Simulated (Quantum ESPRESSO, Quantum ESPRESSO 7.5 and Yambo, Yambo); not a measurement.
# Converging GW for BaTiO3 (P4mm) in Yambo

What does each rung of G0W0 on BaTiO3 (P4mm) cost, and what does it buy?

Program: Quantum ESPRESSO 7.5 and Yambo 5.3.0. Level of theory: PBE and many-body steps on it, plane waves. Results are calculated unless marked as measured.

### Step 1. Starting point

The structure is tetragonal, space group P4mm (No. 99). Conventional cell: a = 3.990 Å, b = 3.990 Å, c = 4.023 Å, α = 90.00°, β = 90.00°, γ = 90.00°. Ba has 12 O at 2.80 to 2.87 Å nearest. Nearest to Ti lie 6 O at 1.84 to 2.18 Å. O has 2 Ti at 1.84 to 2.18 Å and 4 Ba at 2.82 Å nearest. Nearest to O lie 2 Ti at 2.00 Å and 4 Ba at 2.80 to 2.87 Å. Farther neighbours and most contacts between anions are not listed.

The cell and positions come from the Crystallography Open Database and are kept as given unless a step says otherwise. Spin-orbit coupling is left out unless a step names it.

### Step 2. Empty states on the mesh, 4×4×4 mesh, 287 bands

This step: Quantum ESPRESSO 7.5; DFT, PBE, plane waves, norm-conserving pseudopotentials.

The sums over transitions need many empty states on a uniform mesh; this step solves for them.

Input file pw.in:

```
&control
  calculation = 'nscf'
  prefix = 'x'
  outdir = 'o'
  pseudo_dir = 'pseudo'
/
&system
  ibrav = 0
  nat = 5
  ntyp = 3
  ecutwfc = 76.0
  nbnd = 287
  force_symmorphic = .true.
/
&electrons
  conv_thr = 1e-9
  electron_maxstep = 80
  diago_full_acc = .true.
  diago_thr_init = 5e-6
/
ATOMIC_SPECIES
  Ba 137.33 Ba.upf
  Ti 47.867 Ti.upf
  O 15.999 O.upf
CELL_PARAMETERS angstrom
  3.9904800000 0.0000000000 0.0000000000
  0.0000000000 3.9904800000 0.0000000000
  0.0000000000 0.0000000000 4.0230300000
ATOMIC_POSITIONS crystal
  Ba 0.0000000000 0.0000000000 0.0000000000
  Ti 0.5000000000 0.5000000000 0.5220000000
  O 0.5000000000 0.5000000000 0.9790000000
  O 0.5000000000 0.0000000000 0.4880000000
  O 0.0000000000 0.5000000000 0.4880000000
K_POINTS automatic
  4 4 4 0 0 0
```

The run is started by

```
> OMP_NUM_THREADS=1 mpirun -n 4 pw.x -nk 4 -in pw.in > pw.out
```

What it wrote:

```text
Program PWSCF v.7.5 starts

     This program is part of the open-source Quantum ESPRESSO suite
     for quantum simulation of materials; please cite
         "P. Giannozzi et al., J. Phys.:Condens. Matter 21 395502 (2009);
         "P. Giannozzi et al., J. Phys.:Condens. Matter 29 465901 (2017);
         "P. Giannozzi et al., J. Chem. Phys. 152 154105 (2020);
     in publications or presentations arising from this work. More details at

     Atomic positions and unit cell read from directory:
     o/x.save/

     Message from routine setup:
[...]
52.2417  52.2417  54.2265  54.5769  54.5769  55.3029  55.3029  56.0633
     [... 24 further rows ...]
   145.3299 145.5824 145.5824 145.8906 147.1656 147.1656 147.4259 148.2985
   148.7008 148.7008 148.7238 149.0941 149.4812 149.4812 149.4856

          k = 0.0000 0.2500 0.0000 (  4821 PWs)   bands (ev):

     [... further k-points ...]

     highest occupied, lowest unoccupied level (ev):    10.4956   12.3468

     XML data file, pseudopotentials, collected wavefunctions

=------------------------------------------------------------------------------=
   JOB DONE.
=------------------------------------------------------------------------------=
```

Wall time 79 s (4 MPI ranks of Arm Neoverse V2, shared host); peak memory 0.71 GiB; 5.2 min of CPU time.

Numbers from this step:

* gap: 1.851 eV
* k of the valence top: -0.5, -0.5, -0.5
* k of the conduction bottom: 0, 0, 0
* least direct gap: 2.222 eV
* k points computed: 18
* lowest point of the top converged band, above the valence top: 134.6930 eV

On this mesh the gap is 1.851 eV.

The density comes from a self-consistent run that is not shown.

### Step 3. Conversion and set-up

This step: Yambo 5.3.0; conversion and set-up on PBE, plane waves, norm-conserving pseudopotentials.

The states are converted to the many-body program's format and the q mesh is built.

The run is started by

```
> (cd o/x.save; p2y > p2y.log; mv SAVE ../..); yambo > setup.log
```

What it wrote:

```text
 Yambo, version 5.3.0

 [02] CORE Variables Setup
 =========================

  [02.01] Unit cells
  ==================

  Cell kind             :  Unknown
  Atoms in the cell     :  Ba  Ti  O
  number of Ba atoms    :  1
  number of Ti atoms    :  1
  number of O  atoms    :  3

  List of atomic masses
  Mass of Ba    :  137.3300
  Mass of Ti    :  47.86700
  Mass of O     :  15.99900

  List of atomic coordinates    : [cc]
  Ba1       :  0.000000  0.000000  0.000000  order 1
  Ti1       :  3.770457  3.770457  3.968466  order 2
[...]
K/Q-points units:
 rlu = crystal or reduced units; cc = cartesian coordinates; iku = interal k-units

 Q [ 1]         [rlu]:  0.000000  0.000000  0.000000
 Q [ 2]         [rlu]:  0.000000  0.000000  0.250000
 Q [ 3]         [rlu]:  0.000000  0.000000 -0.500000
[...]
Q [ 8]         [rlu]:  0.000000 -0.500000  0.250000
 Q [ 9]         [rlu]:  0.000000 -0.500000 -0.500000
 Q [10]         [rlu]:  0.250000  0.250000  0.000000
     [... 6 further rows ...]
 Q [17]         [rlu]: -0.500000 -0.500000  0.250000
 Q [18]         [rlu]: -0.500000 -0.500000 -0.500000

  [03.01] X indexes
  =================

   [03.01.01] Sigma indexes
   ========================

 [06] Game Over & Game summary
```

Run time: 3 s. Hardware: 1 MPI rank; peak memory 0.25 GiB.

### Step 4. 53 bands, 68 eV

Now the one-shot GW correction: screening in the RPA, then the self-energy of the levels asked for.

This step: G0W0 on PBE, plane waves, norm-conserving pseudopotentials.

Input file gw1.in:

```
HF_and_locXC
gw0
dyson
ppa
em1d
rim_cut
RandQpts= 1000000
RandGvec= 1 RL
EXXRLvcs= 76 Ry
VXCRLvcs= 304 Ry
Chimod= "HARTREE"
% BndsRnXp
 1 | 53 |
%
NGsBlkXp= 5 Ry
% LongDrXp
 1 | 1 | 1 |
%
% GbndRnge
 1 | 53 |
%
DysSolver= "n"
ExtendOut
PPAPntXp= 27.21138 eV
% QPkrange
 18 | 18 | 19 | 22 |
 1 | 1 | 19 | 22 |
%
```

The run is started by

```
> OMP_NUM_THREADS=1 mpirun -n 4 yambo -F gw1.in -J gw1 -C gw1 > gw1.log
```

What it wrote:

```text
 Yambo, version 5.3.0

 [02] CORE Variables Setup
 =========================

  [... cell, symmetries and grids as in the set-up ...]

  [02.05] Energies & Occupations
  ==============================

  [X] === General ===
  [X] Electronic Temperature                        :  0.000000  0.000000 [eV K]
  [X] Bosonic    Temperature                        :  0.000000  0.000000 [eV K]
  [X] Finite Temperature mode                       : no
  [X] El. density                                   :  0.62439E+24 [cm-3]
  [X] Fermi Level                                   :  10.49564 [eV]

  [X] === Gaps and Widths ===
  [X] Conduction Band Min                           :  1.851171 [eV]
  [X] Valence Band Max                              :  0.000000 [eV]
  [X] Filled Bands                                  :  20
  [X] Empty Bands                                   :   21  287
  [X] Direct Gap                                    :  2.221732 [eV]
  [X] Direct Gap localized at k                     :  1
  [X] Indirect Gap                                  :  1.851171 [eV]
  [X] Indirect Gap between kpts                     :  18   1
  [X] Last valence band width                       :  0.967689 [eV]
  [X] 1st conduction band width                     :  2.396446 [eV]

 [03] Transferred momenta grid and indexing
 ==========================================

 IBZ Q-points                                      :  18
 BZ  Q-points                                      :   64

 K/Q-points units:
 rlu = crystal or reduced units; cc = cartesian coordinates; iku = interal k-units

 Q [ 1]         [rlu]:  0.000000  0.000000  0.000000
 Q [ 2]         [rlu]:  0.000000  0.000000  0.250000
 Q [ 3]         [rlu]:  0.000000  0.000000 -0.500000
 Q [ 4]         [rlu]:  0.000000  0.250000  0.000000
 Q [ 5]         [rlu]:  0.000000  0.250000  0.250000
 Q [ 6]         [rlu]:  0.000000  0.250000 -0.500000
 Q [ 7]         [rlu]:  0.000000 -0.500000  0.000000
 Q [ 8]         [rlu]:  0.000000 -0.500000  0.250000
 Q [ 9]         [rlu]:  0.000000 -0.500000 -0.500000
 Q [10]         [rlu]:  0.250000  0.250000  0.000000
     [... 6 further rows ...]
 Q [17]         [rlu]: -0.500000 -0.500000  0.250000
 Q [18]         [rlu]: -0.500000 -0.500000 -0.500000

 [04] Coloumb potential Random Integration (RIM)
 ===============================================

  [04.01] RIM initialization
  ==========================

  * Diagonal components only detected *

  8 x (sBL volume)        :  0.071722 [a.u.]
  sBZ random points       :  1000000
  Points outside the sBZ  :   7992674
  RL volume               :  0.573772 [a.u.]
  Integrated volume       :  0.574298 [a.u.]

  [04.02] RIM integrals
  =====================

  Gamma point sphere radius             :  0.075365 [a.u.]
  Points outside the sphere             :   799811
  [Int_sBZ(q=0) 1/q^2]*(Vol_sBZ)^(-1/3) =:  7.678270
                                 should be <:  7.795600

  Summary of Coulomb integrals for non-metallic bands |Q|[au] RIM/Bare

  Q [1] 0.100000E-4 0.984949 * Q [2] 0.206618 1.046119
  Q [4] 0.208303 1.052505 * Q [5] 0.293396 1.049018
  Q [10] 0.294585 1.050977 * Q [11] 0.359821 1.035731
  Q [3] 0.413236 1.019402 * Q [7] 0.416606 1.019496
  Q [6] 0.462768 1.018035 * Q [8] 0.465029 1.017337
  Q [13] 0.465780 1.017829 * Q [12] 0.507488 1.016008
  Q [14] 0.509551 1.015385 * Q [9] 0.586792 1.011894
  Q [16] 0.589170 1.011790 * Q [15] 0.622667 1.010825
  Q [17] 0.624350 1.010447 * Q [18] 0.719643 1.008389

 [WARNING] [Xp] User bands 1-53 break level degeneracy

 [05] Dipoles
 ============

  [05.01] Setup: observables and procedures
  =========================================

  [WARNING] [x,Vnl] slows the Dipoles computation. To neglect it rename the ns.kb_pp file

 [06] Dynamic Dielectric Matrix (PPA)
 ====================================

 [WR./gw1//ndb.pp]---------------------------------------------------------------
  Brillouin Zone Q/K grids (IBZ/BZ)                :   18   64   18   64
  RL vectors                                       :   5983 [WF]
[...]
X matrix size                                    :   89
  X band range                                     :    1   53
  X e/h energy range                               : -1.000000 -1.000000 [eV]
  X Time ordering                                  : R
  X Hxc Kernel                                     : HARTREE
  X Drude frequency                                :  0.000000  0.000000
  X poles                                          :  100.0000 [o/o]
  RL vectors in the sum                            :   5983
  [r,Vnl] included                                 : yes
  Field direction                                  :  0.577350E-5  0.577350E-5  0.577350E-5
  BZ energy Double Grid                            : no
  BZ energy DbGd points                            : 0
  BZ Q point size factor                           : -1.000000
  X Optical Averaged directions                    : none

 [07] Local Exchange-Correlation + Non-Local Fock
 ================================================

 [VXC] Plane waves :   38715
 [EXS] Plane waves :   4897

 QP @ state[ 1 ] K range:  1  1
 QP @ state[ 1 ] b range:  19  22
 QP @ state[ 2 ] K range:  18  18
 QP @ state[ 2 ] b range:  19  22

 [xc] Functional : Perdew, Burke & Ernzerhof(X)+Perdew, Burke & Ernzerhof(C)
 [xc] LIBXC used to calculate xc functional
  PP Number of Atomic Species                      :  3
  NLCC RL compoments                               :   38715
  PP Number of Atomic Species                      :  3
  NLCC RL compoments                               :   38715

 [xc] E_xc :  -21.67922 [Ha]
      E_xc :  -43.35844 [Ry]

  Local XC kind (lXC) : Perdew, Burke & Ernzerhof(X)+Perdew, Burke & Ernzerhof(C)
  Non-Local XC kind (nlXC) : Hartree-Fock

  Corrections @ K [1] :  [eV]
 <19|nlXC|19> = -24.43206  0.17587E-16 <19|lXC|19> = -20.00498 -0.37763E-15
 <20|nlXC|20> = -24.43191 -0.27935E-17 <20|lXC|20> = -20.00498 -0.18882E-15
 <21|nlXC|21> = -11.39896  0.23850E-17 <21|lXC|21> = -18.77475  0.000000
 <22|nlXC|22> = -12.09061 -0.10896E-17 <22|lXC|22> = -19.06031  0.37763E-15

  Corrections @ K [18] :  [eV]
 <19|nlXC|19> = -24.90329  0.24303E-16 <19|lXC|19> = -19.96286 -0.37763E-15
 <20|nlXC|20> = -24.96123  0.24942E-17 <20|lXC|20> = -20.00654  0.18882E-15
 <21|nlXC|21> = -13.09651 -0.83928E-18 <21|lXC|21> = -21.85264  0.000000
 <22|nlXC|22> = -13.21928  0.47049E-18 <22|lXC|22> = -21.85357 -0.18882E-15

  [07.01] Hartree-Fock occupations report
  =======================================

  [Hartree-Fock] === General ===
  [Hartree-Fock] Electronic Temperature             :  0.000000  0.000000 [eV K]
  [Hartree-Fock] Bosonic    Temperature             :  0.000000  0.000000 [eV K]
  [Hartree-Fock] Finite Temperature mode            : no
  [Hartree-Fock] El. density                        :  0.62439E+24 [cm-3]
  [Hartree-Fock] Fermi Level                        :  10.49564 [eV]

  [Hartree-Fock] === Gaps and Widths ===
  [Hartree-Fock] Conduction Band Min                :  1.925171 [eV]
  [Hartree-Fock] Valence Band Max                   : -0.036277 [eV]
  [Hartree-Fock] Filled Bands                       :  20
  [Hartree-Fock] Empty Bands                        :   21  287
  [Hartree-Fock] Direct Gap                         :  2.473257 [eV]
  [Hartree-Fock] Direct Gap localized at k          :  2
  [Hartree-Fock] Indirect Gap                       :  1.961449 [eV]
  [Hartree-Fock] Indirect Gap between kpts          :  17   2
  [Hartree-Fock] Last valence band width            :  4.918411 [eV]
  [Hartree-Fock] 1st conduction band width          :  11.07858 [eV]

 [08] Dyson equation: Newton solver
 ==================================

  [08.01] G0W0 (W PPA)
  ====================

  [  GW  ] Bands range     :    1   53
  [GW/PPA] G damping       :  0.100000 [eV]

  QP @ state[ 1 ] K range:  1  1
  QP @ state[ 1 ] b range:  19  22
  QP @ state[ 2 ] K range:  18  18
  QP @ state[ 2 ] b range:  19  22

   Sc/G bands                                       :    1   53
   Sc/G damping                                     :  0.100000 ev
   Sc bands terminator                              : no
   Sx RL components                                 :   4897

   QP @ state[ 1 ] K range                          :  1  1
   QP @ state[ 1 ] b range                          :  19  22
   QP @ state[ 2 ] K range                          :  18  18
   QP @ state[ 2 ] b range                          :  19  22
   GF energies kind                                 : Perdew, Burke & Ernzerhof(X)+Perdew, Burke & Ernzerhof(C)
   GF WF`s kind                                     : Perdew, Burke & Ernzerhof(X)+Perdew, Burke & Ernzerhof(C)
   Xs energies kind                                 : Perdew, Burke & Ernzerhof(X)+Perdew, Burke & Ernzerhof(C)
   Xs WF`s kind                                     : Perdew, Burke & Ernzerhof(X)+Perdew, Burke & Ernzerhof(C)

 [11] Game Over & Game summary
```

Run time: 44 s. Hardware: 4 MPI ranks; peak memory 2.1 GiB.

Numbers from this step:

```
G0W0 gap on the points computed              : 3.450 eV
starting gap on the mesh                     : 1.851 eV
k of the valence top                         : -0.5, -0.5, -0.5
k of the conduction bottom                   : 0, 0, 0
least direct G0W0 gap on the computed points : 3.803 eV
Z at the valence top                         : 0.7642
Z at the conduction bottom                   : 0.7789
```

The gap on the mesh goes from 1.85 eV to 3.45 eV, a correction of +1.60 eV.

(Continued in part 2 of 2.)

[Paths, hosts, dates, memory and timing lines, banners, echoed tables and standing remarks are left out of the program output.]

[Logs are printed without paths, hosts, clocks, repeated set-up lines and the standing remarks that a program may print on its own settings, such as how far it seeks lower states.]

[Runs of the session that timed out or met a known fault of the program may be left out.]

[Hosts, paths, dates, database ids (printed as entryN), source tags and the programs' standing remarks are cut or masked in the printed files.]
